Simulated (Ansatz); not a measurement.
Rows from a G0W0 calculation on SnSe2/SnSe2 (1T multilayer) (Ansatz 0.2.0; G0W0 on PBE, plane waves, PAW; PAW set soft_1; 6×6×1 mesh, 281 empty bands, screening to 38 eV, PAW set soft_1 files), in eV. Spin-orbit coupling is left out.

```csv
row,k,band,start,Σx,Σc at the solution,Vxc
A,"(0.000, -0.500, 0.000)",c2,-4.930,-11.305,-2.394,-14.306
B,"(0.000, -0.500, 0.000)",v1,-6.210,-17.398,2.031,-15.299
C,"(0.000, -0.500, 0.000)",c1,-5.276,-10.951,-2.403,-13.953
D,"(0.000, 0.167, 0.000)",v1,-5.943,-17.507,1.926,-15.555
E,"(0.000, 0.167, 0.000)",c1,-3.945,-11.736,-2.748,-15.237
F,"(0.000, 0.167, 0.000)",c2,-3.641,-12.021,-2.881,-15.694
```

**Question.** Give the quasiparticle energies and the shift of each level.

The quasiparticle equation reads E = start + Σx + Σc(E) − Vxc.

```csv
row,E (eV),shift (eV)
A,-4.322,+0.607
B,-6.278,−0.068
C,-4.676,+0.599
D,-5.969,−0.026
E,-3.192,+0.753
F,-2.849,+0.792
```

The gap over the computed points goes from 0.67 eV to 1.29 eV.

Limits: not at the basis limit; coarse mesh for a sheet; no spin-orbit coupling.

[Paths, hosts, dates, memory and timing lines, banners, echoed tables and standing remarks are left out of the program output.]

[Logs are printed without paths, hosts, clocks, repeated set-up lines and the standing remarks that a program may print on its own settings, such as how far it seeks lower states.]

[Runs of the session that timed out or met a known fault of the program may be left out.]

[Cells called generated may have been cut or substituted from an entry of the Crystallography Open Database or the Materials Project.]

[Hosts, paths, dates, database ids (printed as entryN), source tags and the programs' standing remarks are cut or masked in the printed files.]
